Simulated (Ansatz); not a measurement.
## PtC (model cell, started as wurtzite): from the cell to its phonons

Wanted: phonon frequencies of PtC (model cell, started as wurtzite) and what follows from them.

Program: Ansatz 0.2.0. Level of theory: DFT LDA, scalar-relativistic, plane waves, PAW. Results are calculated unless marked as measured.

Report form: the programs' logs are mostly left out.

The structure was built from a prototype and need not be the compound's stable phase.

### 1. Starting point

It takes space group P6_3mc (No. 186, hexagonal). Conventional cell: a = 3.262 Å, b = 3.262 Å, c = 5.327 Å, α = 90.00°, β = 90.00°, γ = 120.00°. Nearest to Pt lie 4 C at 2.00 Å. Nearest to C lie 4 Pt at 2.00 Å. Farther neighbours are not listed.

### 2. Bringing the structure to rest

Harmonic phonons are second derivatives at a point where the forces vanish, and they are wanted at zero stress, so atoms and cell are relaxed first.

Contents of input.yaml:

```yaml
crystal:
  lattice:
    - [3.2619, 0.0, 0.0]
    - [-1.63095, 2.82489, 0.0]
    - [0.0, 0.0, 5.32669]
  atoms:
    - { symbol: Pt, position: [0.333333, 0.666667, 0.0] }
    - { symbol: Pt, position: [0.666667, 0.333333, 0.5] }
    - { symbol: C, position: [0.333333, 0.666667, 0.375] }
    - { symbol: C, position: [0.666667, 0.333333, 0.875] }
kpoints:
  mp_grid: { grid: [15, 15, 8] }
hamiltonian:
  xc: lda
scf:
  occupations: { method: gaussian, width: 0.1 }
output:
  forces: true
  stress: true
  eigenvalues: true
  write_density: true
  write_potential: true
  elf: true
  volumetric_format: npy
relax:
  adjacent_minimum: "off"
  f_tol: 0.005
  max_steps: 80
  cell: { stress_tol: 0.05 }
```

Started as:

```
> ansatz run input.yaml --threads 4 --pin off --max-ram 7168MiB --backend cpu --events-out ev --progress --plain --runs-dir out
```

Run time: 2.3 min. Hardware: 4 threads of Arm Neoverse N1, shared host; peak memory 0.5 GiB; 5.7 min of CPU time.

Relaxation path:

| step | energy less that of the first step (eV) | largest force component (eV/Å) | pressure (GPa) | volume (Å³) |
| --- | --- | --- | --- | --- |
| 1 | 0.0000 | 0.0079 | 6.66 | 49.08 |
| 2 | -0.1038 | 0.1145 | -0.98 | 50.34 |
| 3 | -0.1401 | 0.5273 | -1.65 | 49.99 |
| 4 | -0.1579 | 0.2023 | -0.05 | 49.87 |
| 5 | -0.1623 | 0.0235 | 0.20 | 49.86 |
| 6 | -0.1625 | 0.0012 | -0.02 | 49.91 |
| 7 | -0.1625 | 0.0007 | 0.00 | 49.90 |
| 8* | -0.1699 | 0.0022 | 0.17 | 49.90 |
| 9 | -0.1700 | 0.0052 | -0.22 | 49.97 |
| 10 | -0.1701 | 0.0011 | 0.00 | 49.92 |
| 11* | -0.1701 | 0.0010 | 0.00 | 49.92 |

Relaxation steps marked * repeat the geometry before them on a plane-wave basis chosen anew for their cell, so energy and pressure can jump there.

The run keeps the 12 symmetry operations that it works with, so distortions that break them were not tested.

| conventional cell, symmetrised | before | after | change |
| --- | --- | --- | --- |
| a (Å) | 3.262 | 3.159 | -3.1 % |
| b (Å) | 3.262 | 3.159 | -3.1 % |
| c (Å) | 5.327 | 5.776 | +8.4 % |
| volume (Å³/atom) | 12.27 | 12.48 | +1.7 % |

The atoms that moved most (Å, as changes of fractional coordinates times the final cell):

| atom | dx | dy | dz | length |
| --- | --- | --- | --- | --- |
| C4 | 0.000 | 0.000 | -0.043 | 0.043 |
| Pt1 | 0.000 | 0.000 | 0.043 | 0.043 |
| Pt2 | 0.000 | 0.000 | 0.043 | 0.043 |
| C3 | 0.000 | 0.000 | -0.043 | 0.043 |

The relaxed structure:

```cif
data_structure
_symmetry_space_group_name_H-M 'P 1'
_symmetry_Int_Tables_number 1
_cell_length_a 3.1592
_cell_length_b 3.1592
_cell_length_c 5.7756
_cell_angle_alpha 90.000
_cell_angle_beta 90.000
_cell_angle_gamma 120.000
_cell_volume 49.92
loop_
_atom_site_label
_atom_site_type_symbol
_atom_site_fract_x
_atom_site_fract_y
_atom_site_fract_z
_atom_site_occupancy
Pt1 Pt 0.33333 0.66667 0.00737 1
Pt2 Pt 0.66667 0.33333 0.50737 1
C3 C 0.33333 0.66667 0.36763 1
C4 C 0.66667 0.33333 0.86763 1
```

Numbers from this step:

```
pressure          : 0.003164 GPa
volume per atom   : 12.48 Å³
gap on the k-mesh : 0 eV
```

Valence density in the ac plane at fractional y = 0.333, with atoms of Pt and C within 0.2 Å of it. It is the smooth field of the valence electrons, not physical close to the nuclei.

Ten steps, logarithmic in the rise over the least value, from '0' (0 e/Å³) to '9' (12 e/Å³):
```
3444443344444443
3344433445555543
3333333455555543
3222223455555543
2111122345555543
1100112345555432
1000011234454432
1000001233444321
1000001234444322
1000012345555432
2100113457777643
2111123578898764
3211234689999875
3222235789999975
3322235789999875
3322334678999865
3333334567888754
3333333456666543
2222222334444332
2222222222222222
1112111111111111
1111111000000000
1111110000000000
1111111000000000
1222221100000011
2333322111000112
3344432221111122
3444443222222223
3455443333333333
```
Columns run along a (3.2 Å), rows up along c (5.8 Å). Atoms in or near the plane, at fractional coordinates: Pt at (0.67, 0.51), C at (0.67, 0.87).

Electrostatic potential energy in the ac plane at fractional y = 0.333, with atoms of Pt and C within 0.2 Å of it. With pseudopotentials it is smooth inside the atoms' cores, unlike the true potential.

Values in eV, 24 rows by 16 columns, each cell a mean:
```
  9   5   1   0   2   7  10  11   6  -4 -15 -16  -8   4  10  12
 12  10   8   7   8  11  11   8  -7 -30 -47 -49 -37 -14   5  11
 14  14  13  13  14  14  13   6 -16 -45 -63 -63 -53 -26   1  12
 16  17  17  17  17  17  14   8 -13 -40 -58 -60 -48 -22   3  13
 18  19  19  19  19  18  17  12   1 -17 -32 -34 -23  -4  10  16
 19  20  20  20  20  19  18  16  12   7   1   0   5  11  15  18
 19  20  20  20  20  19  18  16  14  11   9   9  10  13  15  17
 18  19  20  20  19  18  16  13   8   2  -2  -3   0   6  12  15
 15  18  19  19  18  16  13   5  -8 -21 -29 -30 -24 -13   1  11
 12  16  18  18  17  14   6 -11 -31 -46 -54 -55 -50 -37 -18   2
  9  15  17  18  16  12  -1 -25 -47 -61 -63 -63 -63 -52 -33  -8
  8  14  17  17  15  11  -3 -28 -50 -63 -63 -63 -63 -56 -36 -11
  9  14  16  16  15  11   0 -22 -44 -59 -63 -63 -60 -50 -30  -6
 12  14  15  15  15  13   7  -9 -28 -44 -52 -53 -47 -34 -15   3
 14  15  15  14  15  14  12   7  -5 -17 -24 -25 -20  -9   4  11
 16  16  15  15  16  16  16  14  11   7   3   3   5  10  13  16
 18  18  17  17  17  18  18  17  17  15  15  14  15  16  17  18
 19  18  18  18  18  19  19  19  19  19  18  18  18  19  19  19
 19  18  18  18  18  19  19  20  20  20  20  20  20  20  20  19
 18  17  16  16  16  17  18  19  20  20  20  20  20  20  19  19
 15  13  12  11  12  14  16  18  19  19  20  20  20  19  18  17
 12   8   5   5   7  10  14  16  18  18  19  19  19  18  17  15
  9   3  -1  -2   1   6  11  15  16  17  16  16  17  17  16  13
  8   1  -4  -5  -2   4  10  13  14  12  11  11  12  13  14  12
```
Columns run along a (3.2 Å; values clipped at the 3rd and 97th percentile), rows up along c (5.8 Å). Atoms in or near the plane, at fractional coordinates: Pt at (0.67, 0.51), C at (0.67, 0.87).

ELF in the ac plane at fractional y = 0.333, with atoms of Pt and C within 0.2 Å of it. It is the smooth field of the valence electrons, not physical close to the nuclei.

Ten even steps from '_' (0.04) to '@' (0.82):
```
----====----==**%%%%####%%%%##==
------==----++##%%##++==**%%%%**
==--------==**%%%%++..__==%%@@##
==--::::--==**%%%%==____::##%%##
==::::::::==**%%%%**--::++##%%##
--::......--++##%%%%%%%%%%%%%%**
::..____..::==**%%@@@@@@@@%%##==
::..______..::==++########**++--
....______..::------======----::
::..____..::::::--========----::
::::......::::--++++******++==--
::::....::::--++**##########++--
--::::::::::--++##%%%%%%%%##**==
--::::::::::--**##%%%%%%%%##**==
--------------++##%%%%%%%%##**==
--==++++==----++**##%%%%%%##++==
==++++++++==--==++**######**==--
==++******++==--==++++++++==----
==++****++++==------------------
==++++++++==----::::::::::::::--
--========--::::::::::::::::::::
::--------::....................
..::::::::::....______________..
::::::::::::....____________....
::::::::::::::....__________..::
::::::::::::::::............::::
::----------::::::::::::::::::::
----------------====++++====----
----====------==**########**++--
```
Columns run along a (3.2 Å), rows up along c (5.8 Å). Atoms in or near the plane, at fractional coordinates: Pt at (0.67, 0.51), C at (0.67, 0.87).

In this step the volume went from 12.27 to 12.48 Å³/atom.

### 3. Tight relaxation

Phonons need a cell at rest on their own settings, so the relaxation is repeated with tight tolerances on forces and stress, using the mesh and the filling of the phonon run that follows.

Contents of input.yaml:

```yaml
crystal:
  lattice:
    - [3.1592420662, 0.0, 0.0]
    - [-1.5796210331, 2.735983886, 0.0]
    - [0.0, 0.0, 5.7756188633]
  atoms:
    - { symbol: Pt, position: [0.3333333333, 0.6666666667, 0.0073733554] }
    - { symbol: Pt, position: [0.6666666667, 0.3333333333, 0.5073733554] }
    - { symbol: C, position: [0.3333333333, 0.6666666667, 0.3676266446] }
    - { symbol: C, position: [0.6666666667, 0.3333333333, 0.8676266446] }
kpoints:
  mp_grid: { grid: [15, 15, 8] }
hamiltonian:
  xc: lda
scf:
  occupations: { method: methfessel_paxton, width: 0.15 }
output:
  forces: true
  stress: true
  eigenvalues: true
relax:
  adjacent_minimum: "off"
  f_tol: 0.001
  max_steps: 60
  cell: { stress_tol: 0.01 }
```

Wall time 42 s (4 threads); peak memory 0.5 GiB; 1.8 min of CPU time.

Little changed from the start: no atom moved by 0.005 Å and no cell edge by 0.1 %.

This step gave:

```
pressure : -0.004853 GPa
```

The largest force component left is 0.51 meV/Å and the pressure is -0.005 GPa, within the tolerances set. The cell now holds 12.48 Å³/atom.

### 4. Linear response at the zone centre

The zone centre comes first: it holds the modes that light can see, as far as symmetry allows. No field response is asked, since the mesh shows no gap.

input.yaml, the sections that differ from step 3:

```yaml
crystal:
  lattice:
    - [3.1586945863, 0.0, 0.0]
    - [-1.5793472931, 2.7355097545, 0.0]
    - [0.0, 0.0, 5.7777226681]
  atoms:
    - { symbol: Pt, position: [0.3333333333, 0.6666666667, 0.0073871743] }
    - { symbol: Pt, position: [0.6666666667, 0.3333333333, 0.5073871743] }
    - { symbol: C, position: [0.3333333333, 0.6666666667, 0.3676128257] }
    - { symbol: C, position: [0.6666666667, 0.3333333333, 0.8676128257] }
output:
  eigenvalues: true
phonons:
  method: dfpt
# kpoints, hamiltonian, scf: as in step 3
# relax: removed
```

Elapsed: 3.6 min, on 4 threads; peak memory 1.9 GiB; 10 min of CPU time.

This step gave:

* sum-rule residual before enforcement: 3.29e-5 eV/Å²
* point group: 6mm
* highest optical mode at the zone centre (no LO-TO term): 573.2 cm⁻¹
* lowest optical zone-centre mode: 58.55 cm⁻¹

Patterns of degenerate modes are one choice out of their space. The modes at Γ (shares of kinetic energy by element, %):

| mode | frequency (cm⁻¹) | symmetry | Pt % | C % |
| --- | --- | --- | --- | --- |
| 1 | 0.0 | acoustic | 94 | 6 |
| 2 | 0.0 | acoustic | 94 | 6 |
| 3 | 0.0 | acoustic | 94 | 6 |
| 4 | 58.5 | E2 | 95 | 5 |
| 5 | 58.5 | E2 | 95 | 5 |
| 6 | 143.2 | B1 | 99 | 1 |
| 7 | 466.6 | B1 | 1 | 99 |
| 8 | 551.5 | E1 | 6 | 94 |
| 9 | 551.5 | E1 | 6 | 94 |
| 10 | 553.2 | E2 | 5 | 95 |
| 11 | 553.2 | E2 | 5 | 95 |
| 12 | 573.2 | A1 | 6 | 94 |

Displacements in mode 4 (58.5 cm⁻¹), the largest set to 1:
```
Pt1  0.07 -1.00  0.00
Pt2 -0.07  1.00  0.00
C3  -0.06  0.93  0.00
C4   0.06 -0.93  0.00
```

Displacements in mode 10 (553.2 cm⁻¹), the largest set to 1:
```
Pt1  0.00 -0.06  0.00
Pt2  0.00  0.06  0.00
C3  -0.06 -1.00  0.00
C4   0.06  1.00  0.00
```

Before it was imposed, the acoustic sum rule was missed by 3.3e-5 eV/Å². Small misses are needed for a sound result but don't prove that mesh and cutoff are converged. The lowest optical mode is real, 58.5 cm⁻¹.

### 5. Response at finite wavevector

Stability and thermal properties need the whole zone. Linear response on a 2×2×2 q mesh gives force constants as far as a supercell of that size would.

input.yaml, the sections that differ from step 4:

```yaml
kpoints:
  mp_grid: { grid: [16, 16, 8] }
phonons:
  method: dfpt
  qmesh: [2, 2, 2]
  temperatures: { t_max: 1000, t_step: 50 }
  qpath:
    path:
      - [[0.0, 0.0, 0.0], [0.5, 0.0, 0.0], [0.33333333, 0.33333333, 0.0], [0.0, 0.0, 0.0], [0.0, 0.0, 0.5], [0.5, 0.0, 0.5], [0.33333333, 0.33333333, 0.5], [0.0, 0.0, 0.5]]
      - [[0.5, 0.0, 0.5], [0.5, 0.0, 0.0]]
      - [[0.33333333, 0.33333333, 0.5], [0.33333333, 0.33333333, 0.0]]
    npoints: 10
# crystal, hamiltonian, scf, output: as in step 4
```

It took 13 min on 4 threads; peak memory 1.9 GiB; 42 min of CPU time.

Numbers from this step:

```yaml
sum_rule_residual_before_enforcement: 4.33e-5 eV/Å²
lowest_frequency_on_the_path: -82.05 cm⁻¹
highest_frequency_on_the_path_or_at_a_solved_wavevector: 645 cm⁻¹
highest_optical_mode_at_the_zone_centre_no_lo_to_term: 568.0 cm⁻¹
lowest_optical_zone_centre_mode: 58.61 cm⁻¹
lowest_mode_on_the_q_mesh_acoustic_modes_at_gamma_apart: -76.02 cm⁻¹
```

Frequencies (cm⁻¹) solved at each irreducible wavevector; negative means imaginary. Frequencies by wavevector, by row:

| q in reciprocal lattice units | star | mode 1 | mode 2 | mode 3 | mode 4 | mode 10 | mode 11 | mode 12 |
| --- | --- | --- | --- | --- | --- | --- | --- | --- |
| 0 0 0 | 1 | 0 | 0 | 0 | 58.6 | 563.4 | 568 | 568 |
| 0 0 -0.5 | 1 | 40.5 | 40.5 | 40.5 | 40.5 | 575.2 | 599.1 | 599.1 |
| 0 -0.5 0 | 3 | -76 | -40.5 | 65.2 | 74.3 | 547.4 | 621 | 645 |
| 0 -0.5 -0.5 | 3 | 50.7 | 50.7 | 71.5 | 71.5 | 555.5 | 629.2 | 629.2 |

Interpolated from a 2×2×2 q mesh, rough between the solved points. Phonon branches along the path, in cm⁻¹:

| point | branch 1 | branch 2 | branch 3 | branch 4 | branch 9 | branch 10 | branch 11 | branch 12 |
| --- | --- | --- | --- | --- | --- | --- | --- | --- |
| Γ | 0 | 0 | 0 | 59 | 563 | 563 | 568 | 568 |
| halfway | -57 | -12 | 47 | 66 | 551 | 558 | 598 | 610 |
| M | -76 | -40 | 65 | 74 | 540 | 547 | 621 | 645 |
| halfway | -78 | -49 | 84 | 85 | 556 | 567 | 613 | 630 |
| K | -67 | -67 | 91 | 96 | 580 | 589 | 602 | 602 |
| halfway | -71 | -18 | 67 | 68 | 558 | 563 | 603 | 608 |
| Γ | 0 | 0 | 0 | 59 | 563 | 563 | 568 | 568 |
| halfway | 22 | 22 | 54 | 54 | 569 | 572 | 572 | 590 |
| A | 40 | 40 | 40 | 40 | 575 | 575 | 599 | 599 |
| halfway | 58 | 58 | 61 | 61 | 566 | 566 | 607 | 607 |
| L | 51 | 51 | 72 | 72 | 556 | 556 | 629 | 629 |
| halfway | 44 | 44 | 84 | 84 | 569 | 569 | 618 | 618 |
| H | 38 | 38 | 92 | 92 | 590 | 590 | 597 | 597 |
| halfway | 59 | 59 | 66 | 66 | 572 | 572 | 606 | 606 |
| A | 40 | 40 | 40 | 40 | 575 | 575 | 599 | 599 |
| jump to L | 51 | 51 | 72 | 72 | 556 | 556 | 629 | 629 |
| halfway | -46 | 38 | 68 | 74 | 547 | 552 | 623 | 640 |
| M | -76 | -40 | 65 | 74 | 540 | 547 | 621 | 645 |
| jump to H | 38 | 38 | 92 | 92 | 590 | 590 | 597 | 597 |
| halfway | -40 | -40 | 91 | 95 | 584 | 591 | 600 | 600 |
| K | -67 | -67 | 91 | 96 | 580 | 589 | 602 | 602 |

Tetrahedra on a 22×22×12 mesh, mean over bins of 10 cm-1. Interpolated from a 2×2×2 q mesh, rough between the solved points. The phonon density of states by wavenumber; read off at these points:

| wavenumber (cm⁻¹) | phonon density of states (1/cm⁻¹/cell) |
| --- | --- |
| -85 | 5.3e-4 |
| -65 | 0.0114 |
| -45 | 0.0110 |
| -25 | 0.00927 |
| -5 | 0.00745 |
| 15 | 0.00953 |
| 35 | 0.0222 |
| 55 | 0.0607 |
| 75 | 0.0611 |
| 95 | 0.0143 |
| 115 | 0.0399 |
| 125 | 0.0470 |
| 135 | 0.0337 |
| 145 | 0.0536 |
| 155 | 0 |
| 175 | 0 |
| 195 | 0 |
| 215 | 0 |
| 235 | 0 |
| 255 | 0 |
| 275 | 0 |
| 285 | 0 |
| 305 | 0 |
| 325 | 0 |
| 345 | 0 |
| 365 | 0 |
| 385 | 0 |
| 405 | 0 |
| 425 | 0 |
| 445 | 0.00315 |
| 465 | 0.0154 |
| 485 | 0.0118 |
| 505 | 0.0247 |
| 525 | 0.0249 |
| 545 | 0.0228 |
| 565 | 0.0929 |
| 585 | 0.0174 |
| 605 | 0.0537 |
| 615 | 0.0686 |
| 625 | 0.0298 |
| 645 | 0.0021 |

The partial phonon density of states has structure finer than the step of the table below, so its rows give means over 20 cm⁻¹, whole bins alone (the curve runs from -92 to 674 cm⁻¹). Peaks (cm⁻¹: height): C 514.9: 0.0285, 563.1: 0.0811, 611.3: 0.0638; Pt -39.1: 0.0126, 62.1: 0.0597, 119.9: 0.0473.

Phonopy on the run's constants, 21x21x11 mesh, Gaussian sigma 5.5 cm-1. Interpolated from a 2×2×2 q mesh, rough between the solved points. The partial phonon density of states by wavenumber; means over each step; values in 1/cm⁻¹/cell:

| wavenumber (cm⁻¹) | C | Pt |
| --- | --- | --- |
| -80 | 8.4e-4 | 0.00666 |
| -60 | 0.00111 | 0.0102 |
| -40 | 0.00101 | 0.0114 |
| -20 | 5.5e-4 | 0.00708 |
| 0 | 3.4e-4 | 0.00460 |
| 20 | 8.3e-4 | 0.0120 |
| 40 | 0.00189 | 0.0307 |
| 60 | 0.00298 | 0.0565 |
| 80 | 0.00199 | 0.0465 |
| 100 | 5.1e-4 | 0.0172 |
| 120 | 5.5e-4 | 0.0396 |
| 140 | 2.6e-4 | 0.0375 |
| 160 | 2.5e-5 | 0.00697 |
| 180 | 0 | 2.2e-6 |
| 200 | 0 | 0 |
| 220 | 0 | 0 |
| 240 | 0 | 0 |
| 260 | 0 | 0 |
| 280 | 0 | 0 |
| 300 | 0 | 0 |
| 320 | 0 | 0 |
| 340 | 0 | 0 |
| 360 | 0 | 0 |
| 380 | 0 | 0 |
| 400 | 0 | 0 |
| 420 | 6.6e-6 | 9.0e-7 |
| 440 | 0.00266 | 3.3e-4 |
| 460 | 0.0125 | 0.00127 |
| 480 | 0.0111 | 9.5e-4 |
| 500 | 0.0187 | 0.00138 |
| 520 | 0.0256 | 0.00165 |
| 540 | 0.0227 | 0.00119 |
| 560 | 0.0672 | 0.00316 |
| 580 | 0.0355 | 0.00144 |
| 600 | 0.0375 | 8.2e-4 |
| 620 | 0.0447 | 6.2e-4 |
| 640 | 0.00884 | 7.2e-5 |
| 660 | 1.6e-4 | 0 |

Symmetry leaves 4 wavevectors to solve. The lowest mode among them, the acoustic zeros apart, lies at q = (0, -0.5, 0) and is imaginary, 76.0i cm⁻¹, so the energy falls along it. Between them the interpolated path dips to 82i cm⁻¹.

### 6. Isotope substitution

An isotope changes the mass and not the force constants, so no new electronic calculation is needed; the shifts show which modes move this element.

The same force constants with the mass of C changed from 12.011 to 13.003 u (phonopy, no LO-TO term). Both lists are sorted by frequency; levels can cross, so a row need not hold one and the same mode. Modes under 3 cm⁻¹ are left out. Isotope shifts, by row, the first 40 of 45 rows:

| q | rank | natural mass (cm⁻¹) | changed mass (cm⁻¹) |
| --- | --- | --- | --- |
| 0 0 0 | 4 | 58.61 | 58.49 |
| 0 0 0 | 5 | 58.61 | 58.49 |
| 0 0 0 | 6 | 146.7 | 146.6 |
| 0 0 0 | 7 | 460.3 | 442.6 |
| 0 0 0 | 8 | 563.1 | 542.5 |
| 0 0 0 | 9 | 563.1 | 542.5 |
| 0 0 0 | 10 | 563.4 | 542.8 |
| 0 0 0 | 11 | 568 | 547 |
| 0 0 0 | 12 | 568 | 547 |
| 0 0 -0.5 | 1 | 40.55 | 40.46 |
| 0 0 -0.5 | 2 | 40.55 | 40.46 |
| 0 0 -0.5 | 3 | 40.55 | 40.46 |
| 0 0 -0.5 | 4 | 40.55 | 40.46 |
| 0 0 -0.5 | 5 | 121.2 | 121.1 |
| 0 0 -0.5 | 6 | 121.2 | 121.1 |
| 0 0 -0.5 | 7 | 575.2 | 554.1 |
| 0 0 -0.5 | 8 | 575.2 | 554.1 |
| 0 0 -0.5 | 9 | 575.2 | 554.1 |
| 0 0 -0.5 | 10 | 575.2 | 554.1 |
| 0 0 -0.5 | 11 | 599.1 | 576.3 |
| 0 0 -0.5 | 12 | 599.1 | 576.3 |
| 0 -0.5 0 | 1 | -76.02 | -75.63 |
| 0 -0.5 0 | 2 | -40.47 | -40.35 |
| 0 -0.5 0 | 3 | 65.2 | 65.05 |
| 0 -0.5 0 | 4 | 74.29 | 74.16 |
| 0 -0.5 0 | 5 | 119.2 | 119.2 |
| 0 -0.5 0 | 6 | 149.8 | 149.7 |
| 0 -0.5 0 | 7 | 443.1 | 428 |
| 0 -0.5 0 | 8 | 516.8 | 498.1 |
| 0 -0.5 0 | 9 | 539.7 | 519.8 |
| 0 -0.5 0 | 10 | 547.4 | 527 |
| 0 -0.5 0 | 11 | 621 | 597 |
| 0 -0.5 0 | 12 | 645 | 620 |
| 0 -0.5 -0.5 | 1 | 50.74 | 50.61 |
| 0 -0.5 -0.5 | 2 | 50.74 | 50.61 |
| 0 -0.5 -0.5 | 3 | 71.46 | 71.33 |
| 0 -0.5 -0.5 | 4 | 71.46 | 71.33 |
| 0 -0.5 -0.5 | 5 | 128.3 | 128.2 |
| 0 -0.5 -0.5 | 6 | 128.3 | 128.2 |
| 0 -0.5 -0.5 | 7 | 512.4 | 493.7 |

A mode of this element alone would shift by -3.89 %. The highest zone-centre frequency without the field goes from 568.0 to 547.0 cm⁻¹ (-3.7 %). The product of the frequency ratios over all optical modes at Γ is 0.794; the product rule, (m/m′)^(3k/2) (M′/M)^(3/2) with k = 2 such atoms and M the mass of the cell, gives 0.794.

### 7. Summary of results

| Property | Result |
| --- | --- |
| space group after relaxation (within 0.01 Å) | P6_3mc |
| volume per atom | 12.5 Å³ |
| electronic character | no gap on this mesh |
| highest optical mode at the zone centre (no LO-TO term) | 573 cm⁻¹ |
| lowest optical zone-centre mode | 58.5 cm⁻¹ |
| lowest mode on the q mesh (acoustic modes at Γ apart) | -76.0 cm⁻¹ |
| highest frequency on the path or at a solved wavevector | 645 cm⁻¹ |
| imaginary modes on the 2×2×2 q mesh | yes |

**Reading.** Modes are clearly imaginary (beyond 10i cm⁻¹) at 1 of the 4 irreducible wavevectors, most at q = (0, -0.5, 0) (76.0i cm⁻¹), so this structure is not a minimum of the energy. The optical modes at Γ span 59 to 573 cm⁻¹. The highest mode in this list at Γ, 573.2 cm⁻¹, is mostly motion of C (94 % of the kinetic energy). The q mesh stands for a supercell only 6.3 Å across, so branches between the solved wavevectors are rough. With no gap, or one that is small against the smearing, the frequencies hang on the k mesh and the smearing, most of all near Kohn anomalies. Spin-orbit coupling is left out, which can matter for the heavy elements here. A phonon run warned that its eigensolver left some bands unconverged in a pass. The starting cell was built on a prototype and not taken from a measurement, so the phase need not exist. These are harmonic frequencies at zero temperature: anharmonic shifts, linewidths and thermal expansion are left out.

[Logs are printed without paths, hosts, clocks, repeated set-up lines and the standing remarks that a program may print on its own settings, such as how far it seeks lower states.]

[Hosts, paths, dates, database ids (printed as entryN), source tags and the programs' standing remarks are cut or masked in the printed files.]
